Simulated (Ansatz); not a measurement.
# Electron scattering at the Σ5 (210) boundary in bcc Nb

Aim: the relaxed structure and the specific resistance of the Σ5 (210) boundary in bcc Nb.

Main program and level: Ansatz 0.2.0; Ansatz plane-wave DFT, r2SCAN, PAW files; relaxation of a bicrystal slab with its lowest layers held; PAW set soft_1, in the first sound run; inputs show where later runs differ.

Report form: the programs' logs are mostly left out.

### 1. The structure

The cell holds 25 atoms: 25 Nb. Cell: a = 7.393 Å, b = 3.306 Å, c = 29.483 Å, α = 90.0°, β = 90.0°, γ = 90.0°. It derives from Nb. built on the (2 1 0) plane; 2 overlapping atoms removed and the grains opened by 0 Å. Vacuum lies along c.

### 2. Relaxing the bicrystal

The boundary is built by mirroring the lower grain in the boundary plane and removing any atoms that overlap. A thin bicrystal slab is relaxed first, with the lowest layers held and the upper grain free to shift and open.

The input, input.yaml:

```yaml
crystal:
  lattice:
    - [7.393111554, 0.0, 0.0]
    - [0.0, 3.3063, 0.0]
    - [0.0, 0.0, 29.482778885]
  atoms:
    - { symbol: Nb, position: [0.7, 0.5, 0.1695905267] }
    - { symbol: Nb, position: [0.0, 0.0, 0.1946665604] }
    - { symbol: Nb, position: [0.3, 0.5, 0.219742594] }
    - { symbol: Nb, position: [0.6, 0.0, 0.2448186277] }
    - { symbol: Nb, position: [0.9, 0.5, 0.2698946613] }
    - { symbol: Nb, position: [0.2, 0.0, 0.294970695] }
    - { symbol: Nb, position: [0.5, 0.5, 0.3200467286] }
    - { symbol: Nb, position: [0.8, 0.0, 0.3451227623] }
[... 13 atom lines left out ...]
    - { symbol: Nb, position: [0.7, 0.5, 0.721263267] }
    - { symbol: Nb, position: [0.4, 0.0, 0.7463393006] }
    - { symbol: Nb, position: [0.1, 0.5, 0.7714153343] }
    - { symbol: Nb, position: [0.8, 0.0, 0.7964913679] }
kpoints:
  mp_grid: { grid: [3, 7, 1] }
hamiltonian:
  xc: r2scan
  pseudopotentials: { kind: paw, azcp: { folder: soft_1 } }
scf:
  occupations: { method: fermi_dirac, width: 0.1 }
relax:
  f_tol: 0.03
  max_steps: 80
  constraints: [{ sites: [0, 1, 2, 3, 4] }]
```

Launch:

```console
> ansatz run input.yaml --threads 4 --pin off --max-ram 15360MiB --backend cpu --events-out ev --progress --plain --runs-dir out
```

Elapsed: 14 min, on 4 threads of Arm Neoverse V1, shared host; peak memory 4.3 GiB; 52 min of CPU time.

Step by step:

```
step  energy less that of the first step (eV)  largest force component (eV/Å)
   1                                   0.0000                          1.8329
   2                                  -0.5753                          0.6978
   3                                  -0.9811                          0.3667
   4                                  -1.2191                          0.1609
   5                                  -1.3450                          0.2061
   6                                  -1.3700                          0.1869
   7                                  -1.3777                          0.1154
   8                                  -1.3794                          0.1054
   9                                  -1.3795                          0.1132
  10                                  -1.3810                          0.0445
  11                                  -1.3816                          0.0098
```

Forces are held to the 2 operations that the run works with; a distortion that breaks them can't arise in this run.

The atoms that moved most (Å):

```
atom      dx     dy      dz  length
Nb25   0.033  0.000  -0.897   0.897
Nb15  -0.008  0.000  -0.682   0.682
Nb24  -0.041  0.000  -0.662   0.663
Nb19  -0.013  0.000  -0.627   0.627
Nb16   0.058  0.000  -0.622   0.625
Nb21   0.002  0.000  -0.616   0.616
Nb18  -0.022  0.000  -0.613   0.614
Nb22  -0.019  0.000  -0.609   0.610
```

This step gave:

```
free energy             : -114082.3754 eV
energy at zero smearing : -114081.9102 eV
Fermi energy            : 9.840 eV
```

The largest force component on a free atom ends at 0.0098 eV/Å, under the tolerance of 0.03, after 11 steps.

### 3. Transmission across the boundary

Bulk layers of each grain are laid under and over the relaxed boundary, and a lead is named in the middle of each, away from the free faces. The mesh across the current, 10×20, is finer than the density's, because channels open and close sharply across the zone. Energies from -0.1 to 0.1 eV in steps of 0.05 eV are too few for the program's thermal sum, so it prints no conductance; for a metal the transmission near the Fermi level serves, at a fraction of the cost.

This step: Ansatz plane-wave DFT, r2SCAN, PAW files; ballistic transport by layer matching (Landauer), zero bias; boundary relaxed in a short slab, bulk layers laid on; PAW set soft_1 (Ansatz 0.2.0).

System of this step: Σ5 (210) boundary in bcc Nb. The cell holds 56 atoms: 56 Nb. Its edges and angles: a = 7.393 Å, b = 3.306 Å, c = 48.788 Å, α = 90.0°, β = 90.0°, γ = 90.0°. It derives from Nb. Regions: lower grain, 23 atoms (23 Nb); boundary, 14 atoms (14 Nb); upper grain, 19 atoms (19 Nb). Vacuum lies along c.

The input, input.yaml:

```yaml
crystal:
  lattice:
    - [7.393111554, 0.0, 0.0]
    - [0.0, 3.3063, 0.0]
    - [0.0, 0.0, 48.7883068812]
  atoms:
    - { symbol: Nb, position: [-9.0, -15.0, 0.0819868582] }
    - { symbol: Nb, position: [-8.7, -14.5, 0.097140308] }
    - { symbol: Nb, position: [-8.4, -14.0, 0.1122937577] }
    - { symbol: Nb, position: [-8.1, -13.5, 0.1274472074] }
    - { symbol: Nb, position: [-7.8, -13.0, 0.1426006571] }
    - { symbol: Nb, position: [-7.5, -12.5, 0.1577541069] }
    - { symbol: Nb, position: [-7.2, -12.0, 0.1729075566] }
    - { symbol: Nb, position: [-6.9, -11.5, 0.1880610063] }
[... 44 atom lines left out ...]
    - { symbol: Nb, position: [-6.9029589737, -11.5, 0.8725527926] }
    - { symbol: Nb, position: [-7.2029589737, -12.0, 0.8877062423] }
    - { symbol: Nb, position: [-7.5029589737, -12.5, 0.902859692] }
    - { symbol: Nb, position: [-7.8029589737, -13.0, 0.9180131418] }
kpoints:
  mp_grid: { grid: [4, 8, 1] }
hamiltonian:
  xc: r2scan
  pseudopotentials: { kind: paw, azcp: { folder: soft_1 } }
scf:
  occupations: { method: fermi_dirac, width: 0.1 }
output:
  transmission:
    leads: [[12, 13], [45, 46]]
    kmesh: [10, 20]
    e_range: [-0.1, 0.1]
    de: 0.05
  write_potential: true
  write_density: true
  volumetric_format: npy
  elf: true
```

Run time: 36 min. Hardware: 4 threads; peak memory 11 GiB; 2.3 h of CPU time.

This step gave:

```
free energy                                    : -255556.1037 eV
energy at zero smearing                        : -255554.8901 eV
Fermi energy                                   : 14.54 eV
cell area                                      : 24.44 Å²
transmission per spin nearest the Fermi level  : 2.927
open channels per spin nearest the Fermi level : 5.905
open channels per spin, upper lead             : 5.925
step of the lead's potential                   : 15.4 meV
step of the upper lead's potential             : 14.3 meV
```

Per spin. Transmission, zone mean against energy, zero at the Fermi level:

```
energy (eV)  transmission, zone mean
    -0.1000                     3.10
    -0.0500                     2.94
     0.0000                     2.93
     0.0500                     2.83
     0.1000                     2.68
```

Per spin. The open channels, zone mean by energy, zero at the Fermi level:

```
energy (eV)  lead  upper lead
    -0.1000  6.45        6.42
    -0.0500  6.00        6.01
     0.0000  5.91        5.92
     0.0500  5.67        5.67
     0.1000  5.46        5.46
```

Transmission over k1 and k2. At 0.0000 eV from the Fermi level.

Ten even steps from '_' (1.16) to '@' (5.72):
```
==::----++**++----::
..::------++------::
....::----------::..
::::..::------::..::
......__________....
::::----______----::
----======::======--
======++++++++++====
%%@@##++######++##@@
@@@@%%%%######%%%%@@
%%@@##++######++##@@
======++++++++++====
----======::======--
::::----______----::
......__________....
::::..::------::..::
....::----------::..
..::------++------::
==::----++**++----::
--::----******----::
```
Columns: k1 (b1) from -0.5 to 0.4; rows upwards: k2 (b2) from -0.5 to 0.45.

Open channels over k1 and k2. At 0.0000 eV from the Fermi level.

Ten even steps from '0' (3.00) to '9' (9.00):
```
5355888553
1335696533
5135666531
5615333516
1131000131
1335000533
5355636553
5568666865
8865868568
8866868668
8865868568
5568666865
5355636553
1335000533
1131000131
5615333516
5135666531
1335696533
5355888553
5555888555
```
Columns: k1 (b1) from -0.5 to 0.4; rows upwards: k2 (b2) from -0.5 to 0.45.

Electrostatic potential energy in the ca plane at fractional y = 0.000, with atoms of Nb within 0.2 Å of it. With pseudopotentials it is smooth inside the atoms' cores, unlike the true potential.

Ten even steps from '0' (-56 eV) to '9' (19 eV), each cell a mean:
```
00158999889999999984001589998899999999999999
33479997656899999986434799986568999999999999
77899985213699999998778999852126899999999999
99999973001589999999999999730004899999999999
99999974001589998899999999840015899999999999
99999986334799986568999999863347999999999999
99999998778999852136899999987788999999999999
89999999999999730005899999999999999999999999
89998899999999740015899988999999999999999999
99976568999999864347999865689999999999999999
99852136999999987789998521368999999999999999
99730015899999999999997300158999999999999999
99740015899988999999998400158999989999999999
99863347999865689999998643479998656899999999
99987789998521368999999877899985212689999999
99999999997300158999999999999983000489999999
88999999997400158999889999999984001589999999
65789999998633479998656899999986334689999999
21369999999877899985213689999998777899999999
00158999999999999973001589999999999999999999
```
Columns run along c (16.0 Å, from fractional 0.67 to 1.00 of the cell; values clipped at the 3rd and 97th percentile), rows up along a (7.4 Å). Atoms in or near the plane, at fractional coordinates: Nb at (0.68, 0.00), Nb at (0.71, 0.40), Nb at (0.74, 0.80), Nb at (0.77, 0.20), Nb at (0.80, 0.60), Nb at (0.83, 0.00), Nb at (0.86, 0.40), Nb at (0.89, 0.80), Nb at (0.92, 0.20).

Valence density in the ca plane at fractional y = 0.000, with atoms of Nb within 0.2 Å of it. It is the smooth field of the valence electrons, not physical close to the nuclei.

Ten even steps from '0' (0.0 e/Å³) to '9' (4.9 e/Å³), each cell a mean:
```
99720000000000000004998200000000000000000000
45310001221000000001453100012210000000000000
11100003785100000000111000026862000000000000
00000015998300000000000000149993000000000000
00000014997200000000000000149982000000000000
00000002463100012210000000014641000000000000
00000000110000027851000000001110000000000000
00000000000000159993000000000000000000000000
00000000000000149982000000000000000000000000
00012210000000014631000022100000000000000000
00037851000000001110000268520000000000000000
00159983000000000000001499930000000000000000
00149982000000000000001499820000000000000000
00024631000022100000000146310000221000000000
00001100000278520000000011100002686200000000
00000000001599830000000000000014999300000000
00000000001499720000000000000003898300000000
22100000000146310000221000000001464100000000
78510000000011100002785200000000110000000000
99830000000000000015998300000000000000000000
```
Columns run along c (16.0 Å, from fractional 0.67 to 1.00 of the cell), rows up along a (7.4 Å). Atoms in or near the plane, at fractional coordinates: Nb at (0.68, 0.00), Nb at (0.71, 0.40), Nb at (0.74, 0.80), Nb at (0.77, 0.20), Nb at (0.80, 0.60), Nb at (0.83, 0.00), Nb at (0.86, 0.40), Nb at (0.89, 0.80), Nb at (0.92, 0.20).

ELF in the ca plane at fractional y = 0.000, with atoms of Nb within 0.2 Å of it. It is the smooth field of the valence electrons, not physical close to the nuclei.

Values, 11 rows by 16 columns, each cell a mean:
```
0.62 0.31 0.33 0.28 0.38 0.46 0.36 0.59 0.42 0.33 0.30 0.23 0.20 0.09 0.02 0.00
0.30 0.35 0.37 0.60 0.36 0.46 0.42 0.27 0.32 0.33 0.59 0.44 0.11 0.08 0.02 0.00
0.45 0.46 0.44 0.57 0.33 0.36 0.26 0.41 0.47 0.41 0.57 0.44 0.15 0.11 0.02 0.00
0.39 0.46 0.30 0.36 0.31 0.37 0.60 0.35 0.45 0.43 0.33 0.31 0.44 0.24 0.04 0.00
0.35 0.34 0.30 0.43 0.45 0.47 0.52 0.34 0.40 0.29 0.38 0.46 0.54 0.35 0.06 0.00
0.28 0.48 0.41 0.42 0.45 0.31 0.45 0.29 0.35 0.52 0.36 0.43 0.56 0.38 0.07 0.00
0.35 0.52 0.52 0.38 0.38 0.33 0.38 0.43 0.49 0.51 0.33 0.48 0.40 0.20 0.05 0.01
0.39 0.45 0.40 0.28 0.43 0.32 0.44 0.44 0.36 0.52 0.28 0.37 0.45 0.07 0.03 0.00
0.41 0.29 0.38 0.33 0.52 0.51 0.41 0.43 0.32 0.33 0.43 0.51 0.55 0.15 0.03 0.00
0.37 0.33 0.45 0.36 0.55 0.42 0.30 0.36 0.28 0.46 0.45 0.44 0.61 0.10 0.02 0.00
0.55 0.39 0.47 0.43 0.26 0.35 0.32 0.55 0.49 0.42 0.48 0.34 0.20 0.05 0.02 0.00
```
Columns run along c (16.0 Å, from fractional 0.67 to 1.00 of the cell), rows up along a (7.4 Å). Atoms in or near the plane, at fractional coordinates: Nb at (0.68, 0.00), Nb at (0.71, 0.40), Nb at (0.74, 0.80), Nb at (0.77, 0.20), Nb at (0.80, 0.60), Nb at (0.83, 0.00), Nb at (0.86, 0.40), Nb at (0.89, 0.80), Nb at (0.92, 0.20).

Over the solved energies the transmission per spin lies between 2.68 and 3.10, out of 5.90 channels of the lead on average (up to 6.45).

### 4. Specific resistance

This step: Ansatz plane-wave DFT, r2SCAN, PAW files; ballistic transport by layer matching (Landauer), zero bias; specific resistance of the boundary; PAW set soft_1 (Ansatz 0.2.0).

This step gave:

| Property | Result |
| --- | --- |
| area resistance | 0.5546 fΩ m² |
| T over the leads' mean channel count | 0.4910 |

Averaged over the energies near the Fermi level, 49.1 % of the channels pass, which makes 0.555 fΩ m².

By hand, with T and the leads' channels N averaged over the energies near the Fermi level: RA = A (h/2e²)(1/T − ½[1/N₁ + 1/N₂]) = 24.44×10⁻²⁰ m² × 12 906 Ω × (1/2.895 − ½[1/5.895 + 1/5.897]) = 0.555 fΩ m².

### 5. Single-crystal slab for reference

The free faces cost energy too. A single-crystal slab with the same faces and held layers is relaxed, so that they cancel.

This step: Ansatz plane-wave DFT, r2SCAN, PAW files; relaxation of a single-crystal slab with its lowest layers held; PAW set soft_1 (Ansatz 0.2.0).

System of this step: Nb slab, plane (2, 1, 0). The cell holds 26 atoms: 26 Nb. Cell: a = 7.393 Å, b = 3.306 Å, c = 29.483 Å, α = 90.0°, β = 90.0°, γ = 90.0°. It derives from Nb. Vacuum lies along c.

The input, input.yaml:

```yaml
crystal:
  lattice:
    - [7.393111554, 0.0, 0.0]
    - [0.0, 3.3063, 0.0]
    - [0.0, 0.0, 29.482778885]
  atoms:
    - { symbol: Nb, position: [0.5, 0.5, 0.1695905267] }
    - { symbol: Nb, position: [0.8, 0.0, 0.1946665604] }
    - { symbol: Nb, position: [0.1, 0.5, 0.219742594] }
    - { symbol: Nb, position: [0.4, 0.0, 0.2448186277] }
    - { symbol: Nb, position: [0.7, 0.5, 0.2698946613] }
    - { symbol: Nb, position: [0.0, 0.0, 0.294970695] }
    - { symbol: Nb, position: [0.3, 0.5, 0.3200467286] }
    - { symbol: Nb, position: [0.6, 0.0, 0.3451227623] }
[... 14 atom lines left out ...]
    - { symbol: Nb, position: [0.1, 0.5, 0.721263267] }
    - { symbol: Nb, position: [0.4, 0.0, 0.7463393006] }
    - { symbol: Nb, position: [0.7, 0.5, 0.7714153343] }
    - { symbol: Nb, position: [0.0, 0.0, 0.7964913679] }
kpoints:
  mp_grid: { grid: [3, 7, 1] }
hamiltonian:
  xc: r2scan
  pseudopotentials: { kind: paw, azcp: { folder: soft_1 } }
scf:
  occupations: { method: fermi_dirac, width: 0.1 }
relax:
  f_tol: 0.03
  max_steps: 80
  constraints: [{ sites: [0, 1, 2, 3, 4] }]
```

It took 10 min on 4 threads; peak memory 4.4 GiB.

The steps of the relaxation:

```
step  energy less that of the first step (eV)  largest force component (eV/Å)
   1                                   0.0000                          1.8489
   2                                  -0.3046                          0.2958
   3                                  -0.3192                          0.2035
   4                                  -0.3390                          0.0987
   5                                  -0.3421                          0.0343
   6                                  -0.3422                          0.0420
   7                                  -0.3424                          0.0151
```

The atoms that moved most (Å):

```
atom      dx     dy      dz  length
Nb26  -0.028  0.000  -0.303   0.304
Nb24   0.112  0.000  -0.002   0.112
Nb25   0.054  0.000  -0.055   0.077
Nb20   0.054  0.000   0.003   0.054
Nb19   0.030  0.000  -0.038   0.049
Nb23   0.042  0.000  -0.009   0.043
Nb21   0.042  0.000  -0.001   0.042
 Nb7  -0.030  0.000  -0.018   0.035
```

The relaxed structure:

```xyz
26
Lattice="7.3931 0.0000 0.0000 0.0000 3.3063 0.0000 0.0000 0.0000 29.4828" Properties=species:S:1:pos:R:3
Nb    3.6966    1.6531    5.0000
Nb    5.9145    0.0000    5.7393
Nb    0.7393    1.6531    6.4786
Nb    2.9572    0.0000    7.2179
Nb    5.1752    1.6531    7.9572
Nb   -0.0219    0.0000    8.6771
Nb    2.1876    1.6531    9.4179
Nb    4.4334    0.0000   10.1805
Nb    6.6693    1.6531   10.9063
Nb    1.4936    0.0000   11.6415
Nb    3.7088    1.6531   12.3825
Nb    5.9255    0.0000   13.1208
Nb    0.7506    1.6531   13.8657
Nb    2.9677    0.0000   14.6012
Nb    5.1868    1.6531   15.3411
Nb    0.0162    0.0000   16.0868
Nb    2.2334    1.6531   16.8237
Nb    4.4477    0.0000   17.5632
Nb    6.6840    1.6531   18.2695
Nb    1.5330    0.0000   19.0503
Nb    3.7383    1.6531   19.7854
Nb    5.9335    0.0000   20.4977
Nb    0.7815    1.6531   21.2555
Nb    3.0694    0.0000   22.0024
Nb    5.2290    1.6531   22.6880
Nb   -0.0280    0.0000   23.1801
```

This step gave:

| Property | Result |
| --- | --- |
| free energy | -118648.0424 eV |
| energy at zero smearing | -118647.4814 eV |
| Fermi energy | 10.33 eV |

The largest force component on a free atom ends at 0.015 eV/Å, under the tolerance of 0.03, after 7 steps.

### 6. Bulk reference

The perfect crystal gives the energy per atom, for the atoms by which bicrystal and slab differ.

This step: Ansatz plane-wave DFT, r2SCAN, PAW files; bulk reference; PAW set soft_1 (Ansatz 0.2.0).

System of this step: Nb. It takes space group Im-3m (No. 229, cubic). The conventional cell has a = 3.306 Å, b = 3.306 Å, c = 3.306 Å, α = 90.00°, β = 90.00°, γ = 90.00°. Nearest to Nb lie 8 Nb at 2.86 Å.

input.yaml, the sections that differ from step 5:

```yaml
crystal:
  lattice:
    - [-1.65315, 1.65315, 1.65315]
    - [1.65315, -1.65315, 1.65315]
    - [1.65315, 1.65315, -1.65315]
  atoms:
    - { symbol: Nb, position: [0.0, 0.0, 0.0] }
kpoints:
  mp_grid: { grid: [18, 18, 18] }
# hamiltonian, scf: as in step 5
# relax: removed
```

Wall time 1.3 s (4 threads); peak memory 0.34 GiB.

This step gave:

| Property | Result |
| --- | --- |
| free energy | -4563.6806 eV |
| energy at zero smearing | -4563.6576 eV |
| Fermi energy | 17.69 eV |

### 7. Boundary energy

This step: Ansatz plane-wave DFT, r2SCAN, PAW files; bicrystal less single-crystal slab less bulk atoms, a boundary area; PAW set soft_1 (Ansatz 0.2.0).

Numbers from this step:

| Quantity | Value |
| --- | --- |
| excess energy of the cell | 1.914 eV |
| boundary energy | 1.254 J/m² |

The boundary costs 1.3 J/m².

By hand: 1.91 eV / 24.44 Å² × 16.02 = 1.25 J/m².

### 8. Summary of results

| Property | Result |
| --- | --- |
| specific resistance of the boundary | 0.555 fΩ m² |
| share of channels that pass | 0.491 |
| boundary energy | 1.25 J/m² |

**Reading.** The boundary has a specific resistance of 0.55 fΩ m² and an energy of 1.3 J/m². The boundary reflects 51 % of the channels; 0.55 fΩ m² is 5.5×10⁻¹² Ω·cm². One starting structure was relaxed; another shift or atom count at the boundary may lie lower.

[Logs are printed without paths, hosts, clocks, repeated set-up lines and the standing remarks that a program may print on its own settings, such as how far it seeks lower states.]

[Hosts, paths, dates, database ids (printed as entryN), source tags and the programs' standing remarks are cut or masked in the printed files.]
